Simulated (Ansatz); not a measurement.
# What SnH (built on the sites of a database entry of ZrH) distorts into, part 2 of 2

Aim: this structure of SnH (built on the sites of a database entry of ZrH) is to be tested for unstable modes, and one is followed downhill.

Ansatz 0.2.0; DFT LDA, scalar-relativistic, plane waves, norm-conserving pseudopotentials.

So far, highest frequency on the path or at a solved wavevector (cm⁻¹): step 2 (phonons on a q mesh) 766. Also lowest frequency on the path (cm⁻¹): step 2 -1087.

The structure was built from a prototype and need not be the compound's stable phase.

## 4. The mode frozen in, largest atomic shift 0.32 Å

The atoms are moved along the unstable eigenvector, the largest shift by 0.32 Å, with the cell fixed.

File input.yaml:

```yaml
crystal:
  lattice:
    - [-3.2044336889, -3.2044336889, 0.0]
    - [-3.2044336889, 3.2044336889, 0.0]
    - [0.0, 0.0, -6.1531286746]
  atoms:
    - { symbol: Sn, position: [0.249940689, 0.750059311, 0.0] }
    - { symbol: Sn, position: [0.750059311, 0.249940689, 0.0] }
    - { symbol: Sn, position: [0.250059311, 0.250059311, 0.5] }
    - { symbol: Sn, position: [0.749940689, 0.749940689, 0.5] }
    - { symbol: H, position: [0.5, 0.5, 0.3020060634] }
    - { symbol: H, position: [1.0, 1.0, 0.1979939366] }
    - { symbol: H, position: [0.5, 0.5, 0.6979939366] }
    - { symbol: H, position: [1.0, 1.0, 0.8020060634] }
kpoints:
  mp_grid: { grid: [8, 8, 6] }
hamiltonian:
  xc: lda
  pseudopotentials: { kind: nc }
scf:
  occupations: { method: methfessel_paxton, width: 0.2 }
output:
  forces: true
  stress: true
  eigenvalues: true
```

On the command line:

```bash
ansatz run input.yaml --threads 8 --pin off --max-ram 14336MiB --backend cpu --events-out ev --progress --plain --runs-dir out
```

Numbers of over 12 decimals in the logs are rounded to 6 here.

The log of the run:

```text
[...]
Crystal: 8 atoms, lattice volume = 126.366 Å³
Basis set: ecut = 1006.821291 eV, 9147 PW (Γ)
Bands: 38, of which v1, the nominal top of the filled ones, is band 30 counted from 1 (29 counted from 0)
Symmetry: 16 space group operations
[...]
k-points: 60 of 384
[...]
k-point 0: bands = [... 26 lower, 6.7259, 7.0970, 7.6498, 9.4920, 10.9465, 10.9465, 12.3575, 12.9963, ... 4 higher]
  k-point 1: bands = [... 26 lower, 5.9804, 7.2060, 8.2600, 9.2269, 10.6478, 10.6478, 11.7748, 13.2254, ... 4 higher]
  k-point 2: bands = [... 26 lower, 5.1998, 7.5248, 8.1212, 8.6417, 10.2295, 10.2295, 11.5829, 13.5158, ... 4 higher]
  k-point 59: bands = [... 26 lower, 5.2677, 5.2677, 8.6003, 8.6003, 11.3015, 11.3015, 11.6164, 11.6164, ... 4 higher]
[key lines of the parts left out:]
SCF converged after 8 iterations
Free energy (F): -8612.693158 eV
Fermi energy:    9.731282 eV
P = ⅓ Tr σ = 1.4007 GPa (14.007 kbar)
```

Elapsed: 4.8 s, on 8 threads of AMD EPYC 7R43, shared host; peak memory 1.3 GiB; 35 s of CPU time.

This step gave:

```yaml
pressure: 1.401 GPa
energy_from_the_undistorted_cell: -38.34 meV/atom
```

The energy, extrapolated to zero smearing, is -38.34 meV/atom against the undistorted cell.

The run ends at a pressure of 1.40 GPa, with forces up to 0.24 eV/Å.

## 5. Energy along the mode, all amplitudes (two of the runs are shown above)

An imaginary frequency means negative curvature, so the energy should fall and then rise again as anharmonic terms take over.

Numbers from this step:

- depth at the lowest point sampled: 38.34 meV/atom
- largest atomic shift at that point: 0.32 Å

The energy from the parent by largest atomic shift:

```csv
largest atomic shift (Å),energy from the parent (meV/atom)
0.000,0
0.040,-1.71
0.080,-5.99
0.140,-15.2
0.220,-28.4
0.320,-38.3
0.450,-26.9
0.600,40.3
```

Displacement at unit largest shift by atom:

```
atom  x (Å)  y (Å)  z (Å)  size
 Sn1   0.00   0.00   0.00  0.00
 Sn2   0.00   0.00   0.00  0.00
 Sn3   0.00   0.00   0.00  0.00
 Sn4   0.00   0.00   0.00  0.00
  H5   0.00   0.00  -1.00  1.00
  H6   0.00   0.00   1.00  1.00
  H7   0.00   0.00   1.00  1.00
  H8   0.00   0.00  -1.00  1.00
```

The lowest of the steps tried is at 0.32 Å, 38.3 meV/atom below the parent; the bottom of the well need not coincide with a step.

## 6. Relaxation from the frozen mode

Starting from the lowest point found, all atoms and the cell are let go, so that strain and other modes of the same symmetry can join in.

input.yaml: that of step 4 with these lines changed.

```diff
@@ -25 +25,6 @@
   eigenvalues: true
+relax:
+  adjacent_minimum: "off"
+  f_tol: 0.002
+  max_steps: 120
+  cell: { stress_tol: 0.03 }
```

The log of the run:

```text
[...]
Crystal: 8 atoms, lattice volume = 126.366 Å³
Basis set: ecut = 1006.821291 eV, 9147 PW (Γ)
Bands: 38, of which v1, the nominal top of the filled ones, is band 30 counted from 1 (29 counted from 0)
Symmetry: 16 space group operations
[...]
k-points: 60 of 384
[...]
SCF iter   1: F=—  HF=-8613.483135 eV  |F-HF|=—  |Δ(HF+E_count)|=         —  Δρ=4.05e-2  dr2=2.14e0  ethr=3.10e-3  ⟨swp⟩=6.0  Hψ=8666  notcnv=0
[...]
SCF iter   8: F=-8612.693158 eV  HF=-8612.693158 eV  |F-HF|=1.32e-9  |Δ(HF+E_count)|=   3.84e-8  S|Δr|=    0.00e0  Δρ=2.18e-6  dr2=2.51e-9  ethr=1.67e-10  ⟨swp⟩=11.6  Hψ=11288  notcnv=0
SCF 1 converged in 8 iterations: F = -8612.693158 eV  dr2 = 2.51e-9
relax step   1: F+E_penalty+E_count = -8612.69315827 eV  Δ(F+E_penalty+E_count) = +0.000e0 eV  max|allowed force component| = 2.382e-1 eV/Å  Δτ_max = 0.0000 Å  P = +1.401 GPa  Ω = 126.366 Å³  (8 SCF iters, dr2 threshold 1.00e-7 eV, accepted)
Crystal: 8 atoms, lattice volume = 134.184 Å³
Basis set: ecut = 1006.821291 eV, 9789 PW (Γ)
[...]
SCF iter   6: F=-8612.513267 eV  HF=-8612.513267 eV  |F-HF|=1.85e-8  |Δ(HF+E_count)|=   3.67e-6  S|Δr|=    0.00e0  Δρ=2.14e-5  dr2=5.64e-7  ethr=1.33e-9  ⟨swp⟩=6.4  Hψ=12627  notcnv=0
SCF 2 converged in 6 iterations: F = -8612.513267 eV  dr2 = 5.64e-7
relax step   2: F+E_penalty+E_count = -8612.51326710 eV  Δ(F+E_penalty+E_count) = +1.799e-1 eV  max|allowed force component| = 7.055e-1 eV/Å  Δτ_max = 0.1947 Å  P = -1.685 GPa  Ω = 134.184 Å³  energy of the carried Pulay correction = -4.756e-4 eV  (6 SCF iters, dr2 threshold 8.00e-7 eV, rejected (line search))
Crystal: 8 atoms, lattice volume = 128.718 Å³
Basis set: ecut = 1006.821291 eV, 9341 PW (Γ)
[...]
SCF iter  10: F=-8612.741262 eV  HF=-8612.741262 eV  |F-HF|=3.64e-12  |Δ(HF+E_count)|=  1.64e-11  S|Δr|=    0.00e0  Δρ=4.44e-8  dr2=1.76e-12  ethr=1.00e-12  ⟨swp⟩=6.9  Hψ=10686  notcnv=0
SCF 3 converged in 10 iterations: F = -8612.741262 eV  dr2 = 1.76e-12
relax step   3: F+E_penalty+E_count = -8612.74126187 eV  Δ(F+E_penalty+E_count) = -4.810e-2 eV  max|allowed force component| = 7.872e-2 eV/Å  Δτ_max = 0.0667 Å  P = +0.573 GPa  Ω = 128.718 Å³  energy of the carried Pulay correction = -1.462e-4 eV  (10 SCF iters, accepted)
[...]
relax step   4: F+E_penalty+E_count = -8612.74485734 eV  Δ(F+E_penalty+E_count) = -3.595e-3 eV  max|allowed force component| = 2.516e-2 eV/Å  Δτ_max = 0.0069 Å  P = -0.142 GPa  Ω = 130.106 Å³  energy of the carried Pulay correction = -2.311e-4 eV  (4 SCF iters, dr2 threshold 8.00e-7 eV, accepted)
[...]
relax step   5: F+E_penalty+E_count = -8612.74553046 eV  Δ(F+E_penalty+E_count) = -6.731e-4 eV  max|allowed force component| = 1.452e-3 eV/Å  Δτ_max = 0.0045 Å  P = +0.001 GPa  Ω = 129.883 Å³  energy of the carried Pulay correction = -2.175e-4 eV  (4 SCF iters, dr2 threshold 2.78e-7 eV, accepted)
[...]
relax step   6: F+E_penalty+E_count = -8612.74601345 eV  Δ(F+E_penalty+E_count) = -4.830e-4 eV  max|allowed force component| = 1.459e-3 eV/Å  Δτ_max = 0.0000 Å  P = +0.018 GPa  Ω = 129.883 Å³  stress off target by 3.46e-2 GPa  SCF on the basis re-selected at this cell (its energy is not comparable with the rows above)  (5 SCF iters)
[...]
relax step   7: F+E_penalty+E_count = -8612.74601781 eV  Δ(F+E_penalty+E_count) = -4.362e-6 eV  max|allowed force component| = 3.070e-4 eV/Å  Δτ_max = 0.0004 Å  P = +0.000 GPa  Ω = 129.954 Å³  energy of the carried Pulay correction = -4.316e-6 eV  (4 SCF iters, dr2 threshold 2.99e-9 eV, accepted)
[...]
SCF iter   4: F=-8612.746021 eV  HF=-8612.746021 eV  |F-HF|=1.82e-12  |Δ(HF+E_count)|=  1.46e-11  S|Δr|=    0.00e0  Δρ=7.54e-8  dr2=3.00e-12  ethr=1.00e-12  ⟨swp⟩=8.4  Hψ=14015  notcnv=0
SCF 8 converged in 4 iterations: F = -8612.746021 eV  dr2 = 3.00e-12
relax step   8: F+E_penalty+E_count = -8612.74602138 eV  Δ(F+E_penalty+E_count) = -3.568e-6 eV  max|allowed force component| = 3.039e-4 eV/Å  Δτ_max = 0.0000 Å  P = +0.000 GPa  Ω = 129.954 Å³  stress off target by 3.05e-3 GPa  SCF on the basis re-selected at this cell (its energy is not comparable with the rows above)  (4 SCF iters)
[...]
SCF converged after 4 iterations
[...]
Free energy (F): -8612.746021 eV
[...]
Internal energy: -8612.744290 eV  (E = F + TS)
E sigma→0 (E₀):  -8612.745588 eV
Entropy (-TS):   -0.001732 eV (-0.216 meV/atom)
Fermi energy:    9.343758 eV
[...]
--- Forces (eV/Å), atoms counted from 1 ---
  atom   1  Sn     0.00000000    -0.00003819     0.00000000
  atom   2  Sn    -0.00000000     0.00003819     0.00000000
  atom   3  Sn     0.00003819    -0.00000000     0.00000000
  atom   4  Sn    -0.00003819     0.00000000     0.00000000
  atom   5  H      0.00000000     0.00000000    -0.00030386
  atom   6  H      0.00000000     0.00000000     0.00030386
  atom   7  H      0.00000000     0.00000000     0.00030386
  atom   8  H      0.00000000     0.00000000    -0.00030386
  max |Σ_I F_I| component: 1.39e-17 eV/Å
--- Stress (GPa, compression-positive) ---
       -0.001407       0.000000       0.000000
       -0.000000      -0.001407       0.000000
        0.000000       0.000000       0.003047
  P = ⅓ Tr σ = 0.0001 GPa (0.001 kbar)
--- Band table (eV; the first three rows and the last of 60) ---
  k-point 0: bands = [... 26 lower, 6.5042, 6.8682, 6.9314, 8.9867, 10.6654, 10.6654, 12.2030, 12.5866, ... 4 higher]
  k-point 1: bands = [... 26 lower, 5.6922, 6.9671, 7.5687, 8.7623, 10.3941, 10.3941, 11.3185, 13.0534, ... 4 higher]
  k-point 2: bands = [... 26 lower, 4.8740, 7.2557, 7.3844, 8.2538, 10.0135, 10.0135, 11.0725, 12.9475, ... 4 higher]
  k-point 59: bands = [... 26 lower, 5.0175, 5.0175, 7.7947, 7.7947, 10.6769, 10.6769, 11.2040, 11.2040, ... 4 higher]
--- Relaxed structure (6 steps of the walk, 5 accepted, 2 SCFs on fresh bases) ---
  F+E_penalty+E_count = -8612.74602138 eV   max|allowed force component| = 3.039e-4 eV/Å   (the final SCF, on the basis selected at the relaxed cell)
  cell:  # Å, volume = 129.9537 Å³
    - [-3.202381, -3.202381, 0.0]
    - [-3.202381, 3.202381, 0.0]
    - [0.0, 0.0, -6.335960]
  atoms:
    - { symbol: Sn, position: [0.255248, 0.744752, 0.0] }
    - { symbol: Sn, position: [0.744752, 0.255248, 0.0] }
    - { symbol: Sn, position: [0.244752, 0.244752, 0.500000] }
    - { symbol: Sn, position: [0.755248, 0.755248, 0.500000] }
    - { symbol: H, position: [0.5, 0.5, 0.312882] }
    - { symbol: H, position: [1.0, 1.0, 0.187118] }
    - { symbol: H, position: [0.5, 0.5, 0.687118] }
    - { symbol: H, position: [1.0, 1.0, 0.812882] }
```

The job ended after 40 s (8 threads; peak memory 1.4 GiB).

Step by step:

| step | energy less that of the first step (eV) | largest force component (eV/Å) | pressure (GPa) | volume (Å³) |
| --- | --- | --- | --- | --- |
| 1 | 0.0000 | 0.2382 | 1.40 | 126.37 |
| 2 | 0.1799 | 0.7055 | -1.68 | 134.18 |
| 3 | -0.0481 | 0.0787 | 0.57 | 128.72 |
| 4 | -0.0517 | 0.0252 | -0.14 | 130.11 |
| 5 | -0.0524 | 0.0015 | 0.00 | 129.88 |
| 6* | -0.0529 | 0.0015 | 0.02 | 129.88 |
| 7 | -0.0529 | 0.0003 | 0.00 | 129.95 |
| 8* | -0.0529 | 0.0003 | 0.00 | 129.95 |

Relaxation steps marked * repeat the geometry before them on a plane-wave basis chosen anew for their cell, so energy and pressure can jump there. Relaxation step 2 was tried and not accepted.

Forces are held to the 16 operations that the run works with; a distortion that breaks them can't arise in this run.

| conventional cell, symmetrised | before | after | change |
| --- | --- | --- | --- |
| a (Å) | 4.532 | 4.529 | -0.1 % |
| b (Å) | 4.532 | 4.529 | -0.1 % |
| c (Å) | 6.153 | 6.336 | +3.0 % |
| volume (Å³/atom) | 15.80 | 16.24 | +2.8 % |

The atoms that moved most (Å, as changes of fractional coordinates times the final cell):

| atom | dx | dy | dz | length |
| --- | --- | --- | --- | --- |
| H5 | 0.000 | 0.000 | -0.069 | 0.069 |
| H7 | 0.000 | 0.000 | 0.069 | 0.069 |
| H8 | 0.000 | 0.000 | -0.069 | 0.069 |
| H6 | 0.000 | 0.000 | 0.069 | 0.069 |
| Sn4 | -0.034 | 0.000 | 0.000 | 0.034 |
| Sn2 | 0.000 | 0.034 | 0.000 | 0.034 |
| Sn1 | 0.000 | -0.034 | 0.000 | 0.034 |
| Sn3 | 0.034 | 0.000 | 0.000 | 0.034 |

Numbers from this step:

| Property | Result |
| --- | --- |
| pressure | 7.77e-5 GPa |
| volume per atom | 16.24 Å³ |

The distorted start has space group P4_2/mnm; the relaxation ends in P4_2/mnm.

## 7. The new phase in its own primitive cell

The relaxed structure is symmetrised, reduced to its primitive cell and relaxed tightly, as its phonons need.

input.yaml, the sections that differ from step 6:

```yaml
crystal:
  lattice:
    - [4.528851212, 0.0, 0.0]
    - [0.0, 4.528851212, 0.0]
    - [0.0, 0.0, 6.3359603759]
  atoms:
    - { symbol: Sn, position: [0.2552484634, 0.7447515366, 0.0] }
    - { symbol: Sn, position: [0.7447515366, 0.2552484634, 0.0] }
    - { symbol: Sn, position: [0.7552484634, 0.7552484634, 0.5] }
    - { symbol: Sn, position: [0.2447515366, 0.2447515366, 0.5] }
    - { symbol: H, position: [0.5, 0.5, 0.6871181215] }
    - { symbol: H, position: [0.0, 0.0, 0.8128818785] }
    - { symbol: H, position: [0.5, 0.5, 0.3128818785] }
    - { symbol: H, position: [0.0, 0.0, 0.1871181215] }
relax:
  adjacent_minimum: "off"
  f_tol: 0.001
  max_steps: 60
  cell: { stress_tol: 0.01 }
# kpoints, hamiltonian, scf, output: as in step 6
```

The log of the run:

```text
[...]
Crystal: 8 atoms, lattice volume = 129.954 Å³
Basis set: ecut = 1006.821291 eV, 9421 PW (Γ)
Bands: 38, of which v1, the nominal top of the filled ones, is band 30 counted from 1 (29 counted from 0)
Symmetry: 16 space group operations
[...]
k-points: 60 of 384
[...]
- [0.0, 0.0, 6.3359603759]
  atoms:
    - { symbol: Sn, position: [0.255248, 0.744752, 0.0] }
    - { symbol: Sn, position: [0.744752, 0.255248, 0.0] }
    - { symbol: Sn, position: [0.755248, 0.755248, 0.500000] }
    - { symbol: Sn, position: [0.244752, 0.244752, 0.500000] }
    - { symbol: H, position: [0.500000, 0.500000, 0.687118] }
    - { symbol: H, position: [0.0, 0.0, 0.812882] }
    - { symbol: H, position: [0.500000, 0.500000, 0.312882] }
    - { symbol: H, position: [0.0, 0.0, 0.187118] }
[key lines of the parts left out:]
SCF converged after 6 iterations
Free energy (F): -8612.746021 eV
Fermi energy:    9.343758 eV
P = ⅓ Tr σ = 0.0001 GPa (0.001 kbar)
```

It took 12 s on 8 threads; peak memory 1.4 GiB.

Little changed from the start: no atom moved by 0.005 Å and no cell edge by 0.1 %.

The largest force component left is 0.30 meV/Å and the pressure is 0.000 GPa, within the tolerances set. The cell now holds 16.24 Å³/atom.

## 8. Modes of the new phase, k-mesh 8×8×6

A relaxed structure may still be a saddle point, so its zone-centre modes are computed. No field response is asked, since the mesh shows no gap.

input.yaml: that of step 7 with these lines changed.

```diff
@@ -22,9 +22,4 @@
 output:
-  forces: true
-  stress: true
   eigenvalues: true
-relax:
-  adjacent_minimum: "off"
-  f_tol: 0.001
-  max_steps: 60
-  cell: { stress_tol: 0.01 }
+phonons:
+  method: dfpt
```

The log of the run:

```text
[...]
Crystal: 8 atoms, lattice volume = 129.954 Å³
Basis set: ecut = 1006.821291 eV, 9421 PW (Γ), exchange–correlation on 96×96×144 points (8 copies of the dense FFT grid, shifted against one another)
Bands: 38, of which v1, the nominal top of the filled ones, is band 30 counted from 1 (29 counted from 0)
Symmetry: 16 space group operations
k-points: 196 of 384 (irreducible under 1 space group operation, time reversal used)
[...]
SCF iter   1: F=—  HF=-8613.536253 eV  |F-HF|=—  |Δ(HF+E_count)|=         —  Δρ=3.99e-2  dr2=2.16e0  ethr=3.10e-3  ⟨swp⟩=6.2  Hψ=28569  notcnv=0
[...]
SCF iter  11: F=-8612.746021 eV  HF=-8612.746021 eV  |F-HF|=1.82e-12  |Δ(HF+E_count)|=  1.82e-12  S|Δr|=    0.00e0  Δρ=3.28e-8  dr2=1.28e-12  ethr=1.00e-12  ⟨swp⟩=6.0  Hψ=33519  notcnv=0
SCF 1 converged in 11 iterations: F = -8612.746021 eV  dr2 = 1.28e-12
DFPT response loops at Γ: preconditioner auto → Kerker (q_TF=auto, 2.399 Å⁻¹) (partly filled bands, converged f_vac=0.000); β = 1.00, the filter's whole step (`scf.mixing.beta` (0.50) is not read by the response loops under this deck's `scf.mixing.preconditioner`; to damp them name `kerker` or `kerker_dos`, under which they read `scf.mixing.beta`, and type it under 1.00, their step now; both keys bind the ground state too); Broyden in place of MSR1
SCF converged after 11 iterations
[...]
Free energy (F): -8612.746021 eV
[...]
Internal energy: -8612.744290 eV  (E = F + TS)
E sigma→0 (E₀):  -8612.745588 eV
Entropy (-TS):   -0.001732 eV (-0.216 meV/atom)
Fermi energy:    9.343758 eV
[...]
--- Band table (eV; the first three rows and the last of 196) ---
  k-point 0: bands = [... 26 lower, 6.5042, 6.8682, 6.9314, 8.9867, 10.6654, 10.6654, 12.2030, 12.5866, ... 4 higher]
  k-point 1: bands = [... 26 lower, 5.6922, 6.9671, 7.5687, 8.7623, 10.3941, 10.3941, 11.3185, 13.0534, ... 4 higher]
  k-point 2: bands = [... 26 lower, 4.8740, 7.2557, 7.3844, 8.2538, 10.0135, 10.0135, 11.0725, 12.9475, ... 4 higher]
  k-point 195: bands = [... 26 lower, 5.0175, 5.0175, 7.7947, 7.7947, 10.6769, 10.6769, 11.2040, 11.2040, ... 4 higher]
--- Phonons (Γ-DFPT): 4 representative perturbations + reference, on 196 of 384 k-points (Σ response iterations 15) ---
  k mesh reduced under 1 symmetry operation, with k and −k counted as one. Each operation leaves every solved perturbation unchanged. A smaller set is not used because it would not reduce the number of displacements times k-points to solve
  ASR residual: 3.955e-5 → 0.000e0 eV/Å²; symmetrization residual: 5.012e-6 eV/Å²
  ASR residual per site (eV/Å²): 3.96e-5 3.96e-5 3.96e-5 3.96e-5 5.90e-6 5.90e-6 5.90e-6 5.90e-6
  Γ frequencies (cm⁻¹): -42.81 0.00 0.00 0.00 12.13 12.13 35.24 35.24 58.98 84.10 129.97 152.98 215.70 215.70 241.58 241.58 652.72 700.06 700.06 772.92 772.92 825.00 964.69 1040.37
  non-analytic LO–TO correction: not included (Born effective charges unavailable; polar crystals: no LO–TO splitting at Γ)
```

The job ended after 2.7 min (8 threads; peak memory 7.6 GiB; 21 min of CPU time).

This step gave:

* sum-rule residual before enforcement: 3.96e-5 eV/Å²
* highest optical mode at the zone centre (no LO-TO term): 1040 cm⁻¹
* lowest optical zone-centre mode: -42.81 cm⁻¹

Patterns of degenerate modes are one choice out of their space. The modes at Γ (shares of kinetic energy by element, %) (negative means imaginary):

```
mode  frequency (cm⁻¹)  symmetry  Sn %  H %
   1             -42.8       A2g   100    0
   2               0.0  acoustic    99    1
   3               0.0  acoustic    99    1
   4               0.0  acoustic    99    1
   5              12.1        Eu    99    1
   6              12.1        Eu    99    1
   7              35.2        Eg    98    2
   8              35.2        Eg    98    2
   9              59.0       B1g   100    0
  10              84.1       B1u    99    1
  11             130.0       A1g   100    0
  12             153.0       B2g   100    0
  13             215.7        Eg     1   99
  14             215.7        Eg     1   99
  15             241.6        Eu     1   99
  16             241.6        Eu     1   99
  17             652.7       A2u     1   99
  18             700.1        Eu     1   99
  19             700.1        Eu     1   99
  20             772.9        Eg     0  100
  21             772.9        Eg     0  100
  22             825.0       B1u     1   99
  23             964.7       A1g     0  100
  24            1040.4       B2g     0  100
```

Displacements in mode 1 (-42.8 cm⁻¹), the largest set to 1:
```
Sn1  1.00  1.00  0.00
Sn2 -1.00 -1.00  0.00
Sn3 -1.00  1.00  0.00
Sn4  1.00 -1.00  0.00
H5   0.00  0.00  0.00
H6   0.00  0.00  0.00
H7   0.00  0.00  0.00
H8   0.00  0.00  0.00
```

Displacements in mode 8 (35.2 cm⁻¹), the largest set to 1:
```
Sn1  0.00  0.00  0.87
Sn2  0.00  0.00 -0.87
Sn3  0.00  0.00  0.55
Sn4  0.00  0.00 -0.55
H5  -1.00  0.40  0.00
H6   0.92 -0.04  0.00
H7   1.00 -0.40  0.00
H8  -0.92  0.04  0.00
```

Before it was imposed, the acoustic sum rule was missed by 4.0e-5 eV/Å². Small misses are needed for a sound result but don't prove that mesh and cutoff are converged. The lowest optical mode is imaginary, 42.8i cm⁻¹, so the energy falls along it.

## 9. Summary of results

| Quantity | Value |
| --- | --- |
| unstable mode of the parent | q = (-0.5, -0.5, 0), 1087i cm⁻¹ |
| depth at the lowest point sampled | 38.3 meV/atom |
| largest atomic shift at that point | 0.32 Å |
| space group reached (within 0.01 Å) | P4_2/mnm |
| energy gained over the parent (first relaxation, on the mesh of the frozen mode) | 45.0 meV/atom |
| volume per atom, phase reached | 16.2 Å³ |
| lowest optical zone-centre mode, phase reached | -42.8 cm⁻¹ |
| highest optical mode at the zone centre (no LO-TO term), phase reached | 1040 cm⁻¹ |

Along this mode the structure falls into P4_2/mnm, 45.0 meV/atom below the parent. At the parent's cell the well is 38.34 meV/atom deep on the steps tried, with its lowest point at a shift of 0.32 Å. Relaxing atoms and cell changes the gain by +6.66 meV/atom against the lowest step (energies at zero smearing). The new phase still has an imaginary mode at the zone centre of its cell, so it is a saddle point on the way to a lower structure. Of the 2 patterns followed to their end from this parent, this one reaches the lowest energy. Each path keeps the symmetry of its pattern, so a lower phase may lie along a pattern not tried. The q mesh stands for a supercell only 6.4 Å across, so branches between the solved wavevectors are rough. With no gap, or one that is small against the smearing, the frequencies hang on the k mesh and the smearing, most of all near Kohn anomalies. Spin-orbit coupling is left out, which can matter for the heavy elements here. The starting cell was built on a prototype and not taken from a measurement, so the phase need not exist.

[Logs are printed without paths, hosts, clocks, repeated set-up lines and the standing remarks that a program may print on its own settings, such as how far it seeks lower states.]

[Hosts, paths, dates, database ids (printed as entryN), source tags and the programs' standing remarks are cut or masked in the printed files.]
